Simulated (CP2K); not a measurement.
Two runs for the C K edge of 3-nitrosopyridine. Run A: CP2K XAS_TDP, all-electron GAPW, PBEh(45%), aug-cc-pVDZ, TDA, no relativity. Run B has a fault in its input.

First lines with a strength over 0.0015. A:

```
                     atom  energy (eV)  states  strength, one atom
 C3 (bonded to 2 C and N)       281.29       1              0.0140
                                283.20       1              0.0355
                                283.52       1              0.0056
                                286.45       1              0.0068
                                286.82       1              0.0032
 C4 (bonded to 2 C and H)       280.54       1              0.0495
                                283.16       1              0.0051
                                284.80       1              0.0015
                                285.36       1              0.0093
                                286.32       1              0.0056
 C5 (bonded to 2 C and H)       281.47       1              0.0485
                                281.93       1              0.0029
                                284.66       1              0.0023
                                284.71       1              0.0129
                                286.02       1              0.0033
C6 (bonded to C, N and H)       281.18       1              0.0529
                                285.14       1              0.0082
                                285.70       1              0.0130
                                286.83       1              0.0035
                                287.37       1              0.0024
C8 (bonded to C, N and H)       281.23       1              0.0546
                                283.11       1              0.0040
                                286.07       1              0.0115
                                286.71       1              0.0053
                                287.44       1              0.0022
```

B:

```
                     atom  energy (eV)  states  strength, one atom
 C3 (bonded to 2 C and N)       281.74       1              0.0112
                                283.67       1              0.0410
                                283.98       1              0.0029
                                286.81       1              0.0162
                                287.25       1              0.0053
 C4 (bonded to 2 C and H)       285.12       1              0.0486
                                287.77       1              0.0054
                                289.39       1              0.0021
                                289.91       1              0.0107
                                290.90       1              0.0057
 C5 (bonded to 2 C and H)       282.81       1              0.0477
                                283.37       1              0.0047
                                286.06       1              0.0031
                                286.21       1              0.0114
                                287.45       1              0.0026
C6 (bonded to C, N and H)       278.03       1              0.0522
                                281.89       1              0.0086
                                282.47       1              0.0143
                                283.62       1              0.0035
                                284.17       1              0.0025
C8 (bonded to C, N and H)       275.18       1              0.0539
                                277.04       1              0.0050
                                280.05       1              0.0105
                                280.67       1              0.0056
                                281.37       1              0.0021
```

Question: What went wrong in run B?

The plane-wave cutoff is far too low (cutoff (Ry) to 60). Against PBEh(45%) in aug-cc-pVDZ, the leading lines move by +4.58 eV (C4, to 285.12), +1.34 eV (C5, to 282.81), -3.15 eV (C6, to 278.03) and -6.05 eV (C8, to 275.18). For C3 the rule picks another line of the list in the two runs, so no shift is given. Another fault could leave a like mark.

[Banner, clock and machine lines of the logs are left out without a mark of their own.]

[Logs are printed without paths, hosts, clocks, repeated set-up lines and the standing remarks that a program may print on its own settings, such as how far it seeks lower states.]

[Hosts, paths, dates, database ids (printed as entryN), source tags and the programs' standing remarks are cut or masked in the printed files.]
